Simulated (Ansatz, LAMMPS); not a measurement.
# Localised basis functions on aqueous Li+ and Br-, 4.3 mol of salt per kg of water at 280 K (202 atoms), part 2 of 2

Aim: test how closely localised support functions follow the reference on aqueous Li+ and Br-, 4.3 mol of salt per kg of water at 280 K (202 atoms), and at what cost. A setting counts as converged where the r.m.s. difference of forces stays under 1 % of the r.m.s. force.

Ansatz 0.2.0; Kohn-Sham DFT, PBE+D3(BJ), PAW (set soft_2), plane waves.

The cell: 64 O, 128 H, 5 Li and 5 Br. The network of contacts between molecules at the start is that of the classical potential that made the cell. The density was typed from a rule of thumb and may lie off the real one at this temperature. The Brillouin zone is sampled at Γ only, in a cell whose shortest periodic width is 13 Å.

So far. Step 3 (Plane-wave single point): Electrostatic potential energy in the ab plane at fractional z = 0.290, with atoms of O and H and Li and Br within 0.2 Å of it. With pseudopotentials it is smooth inside the atoms' cores, unlike the true potential.

## (4) Structure statistics

Bonds and neighbours are counted at the geometry of the runs.

Density 1.24 g/cm³, 10.50 Å³ an atom.

Pair distribution functions g(r), in bins of 0.2 Å:

```tsv
r (Å)	total	H-H	H-O	H-Br	H-Li	O-O	O-Br
0.90	2.44	0.00	6.05	0.00	0.00	0.00	0.00
1.10	2.83	0.00	7.05	0.00	0.00	0.00	0.00
1.30	0.00	0.00	0.00	0.00	0.00	0.00	0.00
1.50	0.05	0.00	0.13	0.00	0.00	0.00	0.00
1.70	1.52	2.56	1.23	0.00	0.00	0.00	0.00
1.90	0.52	0.19	0.94	0.00	0.00	0.00	0.00
2.10	0.63	0.84	0.34	1.14	0.00	0.00	0.00
2.30	0.75	1.40	0.08	4.44	0.71	0.00	0.00
2.50	0.62	1.05	0.17	1.31	1.47	0.25	0.00
2.70	0.79	0.77	0.27	0.55	3.62	2.47	0.00
2.90	0.78	0.74	0.68	0.16	1.30	1.63	0.00
3.10	1.05	0.68	1.54	0.13	0.41	1.13	1.87
3.30	1.21	0.87	1.66	0.36	0.49	0.94	4.33
3.50	1.16	1.19	1.21	0.74	0.42	1.21	1.30
3.70	1.04	1.05	1.17	1.54	0.39	0.69	0.78
3.90	1.17	1.26	1.12	1.20	0.78	1.14	0.51
4.10	1.08	1.11	1.02	1.42	0.95	1.11	0.32
4.30	1.06	1.11	1.12	0.64	0.93	0.86	0.00
4.50	1.11	1.16	0.99	1.11	1.37	1.34	0.90
4.70	1.06	0.99	0.95	1.38	1.55	1.23	2.37
4.90	0.98	0.95	0.94	0.78	1.59	1.11	1.00
5.10	0.89	0.87	0.91	0.76	1.26	0.76	1.42
5.30	0.90	0.90	0.91	0.98	0.89	0.77	1.23
5.50	1.01	0.99	1.04	1.49	0.92	0.83	1.56
5.70	0.89	0.94	0.85	1.01	0.77	0.82	0.24
5.90	0.96	1.00	0.95	0.91	0.84	0.90	1.06
6.10	1.00	1.00	1.06	0.81	0.64	1.05	0.78
6.30	0.96	0.95	0.97	1.20	0.83	0.94	1.20
```

Bonds by pair of elements; cutoffs follow the first minimum of g(r), held within bounds set by covalent radii, and pairs that aren't listed don't count as bonded:

```tsv
pair A-B	cutoff (Å)	bonds	mean length (Å)	spread (Å)	shortest (Å)	B about A	A about B
H-O	1.21	128	1	0	1	1	2
O-Li	2.33	18	2.00	0.05	1.92	0.281	3.6
Br-Li	2.98	2	2.51	0.056	2.45	0.4	0.4
```

How many atoms have how many bonded neighbours:

```tsv
element	mean	0	1	2	3	4
Br	0.4	3	2	0	0	0
H	1	0	128	0	0	0
Li	4	0	0	0	0	5
O	2.28	0	0	46	18	0
```

Bond angles (no mean is given where the spread exceeds 20°):

```tsv
angle	count	mean (°)	spread (°)
H-O-H	64	110	0
H-O-Li	36	123	12.9
O-Li-O	25	108	10.9
Br-Li-O	4	108	7.2
Br-Li-Br	1	116	0
```

Hydrogen bonds between water molecules (O–O under 3.5 Å, H–O···O angle under 30°):

```tsv
hydrogen bonds to other water	molecules
0	2
1	4
2	19
3	17
4	19
5	3
```

First shells of the ions:

```tsv
ion	count	shell	mean number
Li	5	water O within 2.7 A	3.8
```

Bond length by coordination (bonds to H left out):

```tsv
element	coordination	atoms	mean bond length (Å)
Br	1	2	2.51
O	3	18	2.00
```

First main peaks of g(r), for some of the pairs, lie near 1.6 Å (H-H), 1.0 Å (H-O), 2.3 Å (H-Br), 2.7 Å (H-Li), 2.8 Å (O-O) and 3.3 Å (O-Br). By these cutoffs 60 % of Br atoms have 0, all H atoms have 1, all Li atoms have 4 and 72 % of O atoms have 2 bonded neighbours. The 64 water molecules hold 2.88 hydrogen bonds each to other water on average, with a mean O–O distance of 2.83 Å. Ion shells in this frame: Li 3.8 (water O within 2.7 Å).

A closer look about O97, which bears the longest force: 12 atoms, nearest first, numbered in the order of the input, with positions taken from that point.

```tsv
atom	x	y	z	distance (Å)	bonds	Löwdin charge (e)	Fx	Fy	Fz (eV/Å)
O97	0.00	0.00	0.00	0.00	3	-0.77	0.07	0.37	1.62
H98	0.66	0.74	0.13	1.00	1	0.38	-1.00	-0.88	-0.81
H99	-0.09	-0.20	-0.98	1.00	1	0.39	0.43	0.51	0.50
Li193	-1.10	0.00	1.67	2.00	4	0.70	0.61	-0.14	-0.15
O115	-0.06	-0.07	-2.50	2.50	2	-0.63	0.64	-0.29	-1.33
O73	1.36	2.41	-0.40	2.80	2	-0.68	0.55	0.14	0.11
H116	0.02	0.86	-2.84	2.97	1	0.39	0.36	-0.42	0.17
H74	2.21	1.96	-0.68	3.03	1	0.39	-0.59	1.08	-0.46
H117	0.58	-0.66	-2.99	3.12	1	0.41	-0.81	0.95	0.30
O160	0.12	0.70	3.10	3.18	3	-0.75	0.49	0.10	-0.49
O166	3.03	-0.62	-0.83	3.21	2	-0.68	0.27	0.01	0.21
H162	0.97	1.17	2.87	3.24	1	0.40	-1.19	-0.37	0.78
```

The column of bonds counts only the pairs H-O within 1.21 Å, O-Li within 2.33 Å, Br-Li within 2.98 Å; other neighbours, such as metal atoms beside each other in a compound, aren't counted, and periodic images can show an atom twice.

## (5) Support functions medium

The cell is solved in localised support functions. Besides, the program derives a nominal cutoff of 464 eV for this run, against the reference's 420.

This step: Kohn-Sham DFT, PBE+D3(BJ), PAW (set soft_2), localised support functions (medium) (Ansatz 0.2.0).

Input file input.yaml:

```yaml
crystal:
  lattice:
    - [12.84699, 0.0, 0.0]
    - [0.0, 12.84699, 0.0]
    - [0.0, 0.0, 12.84699]
  atoms:
    [... the 202 atom lines of step 3 ...]
kpoints:
  mp_grid: { grid: [1, 1, 1] }
hamiltonian:
  xc: pbe
  dispersion: d3bj
scf:
  occupations: { method: fixed }
  eigensolver: { kind: { support_functions: { accuracy: medium } } }
  max_iter: 150
output:
  forces: true
  eigenvalues: true
```

Run with:

```sh
> ansatz run input.yaml --threads 8 --pin off --max-ram 15872MiB --backend cpu --events-out ev --progress --plain --runs-dir out
```

Numbers of over 12 decimals in the logs are rounded to 6 here.

What it wrote:

```text
Warning: scf.eigensolver.kind.support_functions: disabling space-group detection — the functions' gradient is summed over unrotated k-points, so no spatial operation reduces the k-mesh or symmetrises the density; time reversal is kept, so that k and −k are solved as one point where they differ and the mesh holds both, and exact exchange and, on two spinor components, a DFT+U term hold to it where the run has them: [...]
Warning: basis.ecutwfc = 464 eV, auto-derived: no grid that the accuracy of the support functions lays serves the files at the lower one that their records recommend; a deck with other species or settings can derive another value
settings of this run that can trade accuracy for cost: scf.eigensolver.kind.support_functions [...]
[...]
Crystal: 202 atoms, lattice volume = 2120.333 Å³
Basis set: ecut = 464 eV, 48297 PW (Γ), exchange–correlation on 192×192×192 points (8 copies of the dense FFT grid, shifted against one another)
Bands: 338, of which v1, the nominal top of the filled ones, is band 281 counted from 1 (280 counted from 0)
Symmetry: 1 space group operations
k-points: 1
[...]
SCF iter   1: F=—  HF=-53332.839823 eV  |F-HF|=—  |Δ(HF+E_count)|=         —  Δρ=8.98e-2  dr2=1.47e2  ethr=1.00e-1
[...]
SCF iter  11: F=—  HF=-53340.269877 eV  |F-HF|=—  |Δ(HF+E_count)|=   2.51e-3  Δρ=1.66e-5  dr2=1.20e-5  ethr=1.52e-8  κ⁻¹=2.0e-5(r=7)
SCF iter  12: F=-53340.271754 eV  HF=-53340.271754 eV  |F-HF|=2.32e-7  |Δ(HF+E_count)|=   1.88e-3  Δρ=9.01e-6  dr2=3.22e-6  ethr=2.13e-9
SCF 1 converged in 12 iterations: F = -53340.289993 eV  dr2 = 3.22e-6
[...]
SCF converged after 12 iterations
Stability not checked: this state was not tested for a lower state beside it, because the mixer in use, unlike msr1, does not test its closes by its own steps (another_mixer; see scf.mixing.algorithm and scf.lower_state_search)
Free energy (F): -53340.289993 eV
[...]
Internal energy: -53340.289993 eV  (E = F + TS)
E sigma→0 (E₀):  -53340.289993 eV
Fermi energy:    -1.407727 eV
[...]
Σ components = -53340.289993   (vs F -53340.289993, Δ=0.00e0)
--- Forces (eV/Å), atoms counted from 1 ---
  atom   1  O     -0.65116828    -0.55035787    -0.33228143
  atom   2  H      0.54287529     0.92532494     0.31372277
  atom   3  H     -0.05036330    -0.64014325     0.36970897
  atom   4  O      0.01101996     0.76221937     0.27824013
[...]
atom 202  Br    -0.11000401     0.17775313     0.37577669
  max |Σ_I F_I| component: 4.63e-3 eV/Å
--- Band table (eV) ---
[...]
```

Run time: 69 s. Hardware: 8 threads of Arm Neoverse V2, shared host; peak memory 4.8 GiB; 8.9 min of CPU time.

The program notes that the band table was not solved further than the SCF left it and it switched symmetry off.

Keys that differ from the reference: support_functions.accuracy = "medium" and scf.max_iter = 150.

Forces differ from the reference by 12 meV/Å r.m.s., 2.4 % of their size, over a tolerance of 1 %; the energy by -5.7 meV/atom. It took 69 s and 12 cycles; the reference's time can't be set against it, since the two runs asked for unlike analyses.

## (6) The ladder side by side

Each row is set against the plane-wave reference (Kohn-Sham DFT, PBE+D3(BJ), PAW (set soft_2), plane waves; r.m.s. force component 0.504 eV/Å). Energies are set beside the reference only for runs with its functional, potentials and electron count. Times are for 8 threads of Arm Neoverse V2, shared host. The reference's time includes the DOS, the stress and grids, which some other runs skip.

```tsv
run	Δ force, r.m.s. (meV/Å)	share of r.m.s. force (%)	Δ energy (meV/atom)	Δ gap (eV)	cycles	time	host memory (GiB)
reference	-	-	-	-	9	22 s	3.0
support functions medium	12.1	2.40	-5.65	-5.0e-4	12	69 s	4.8
```

## (7) Results

```json
{
  "free energy per atom": "-264.0552 eV/atom",
  "pressure": "-2.14 GPa",
  "r.m.s. force component": "0.504 eV/Å",
  "gap (highest filled to lowest empty level)": "3.664 eV",
  "wall time of the 2 DFT runs": "91 s"
}
```

In words: Against plane waves at 420 eV, the forces differ by 12 meV/Å (2.4 %) with support functions medium. At 202 atoms the run with support functions medium takes roughly 3.2 times the time of plane waves (whose run also made extra analyses, so the like-for-like ratio is larger), in 12 SCF cycles against 9. In energy the support functions at preset levels lie below plane waves at 420 eV. Their grid holds more waves than that cutoff, so part of the difference is likely the reference's own basis error.

Between filled and empty levels lie 3.66 eV (at Γ alone); a semilocal functional tends to put such gaps too low. In a disordered cell it changes from sample to sample and from frame to frame. By these cutoffs 60 % of Br atoms have 0, all H atoms have 1, all Li atoms have 4 and 72 % of O atoms have 2 bonded neighbours. The 64 water molecules hold 2.88 hydrogen bonds each to other water on average, with a mean O–O distance of 2.83 Å.

What to keep in mind: The force components of 0.50 eV/Å r.m.s. hold both thermal displacement and the mismatch between the potential that made the cell and DFT, above all in bond lengths inside molecules. The pressure of -2.1 GPa is that of one thermal frame, in which the classical model's bond lengths enter as well as the volume, without the kinetic term and with the strain of bonds inside molecules.

[Logs are printed without paths, hosts, clocks, repeated set-up lines and the standing remarks that a program may print on its own settings, such as how far it seeks lower states.]

[Hosts, paths, dates, database ids (printed as entryN), source tags and the programs' standing remarks are cut or masked in the printed files.]
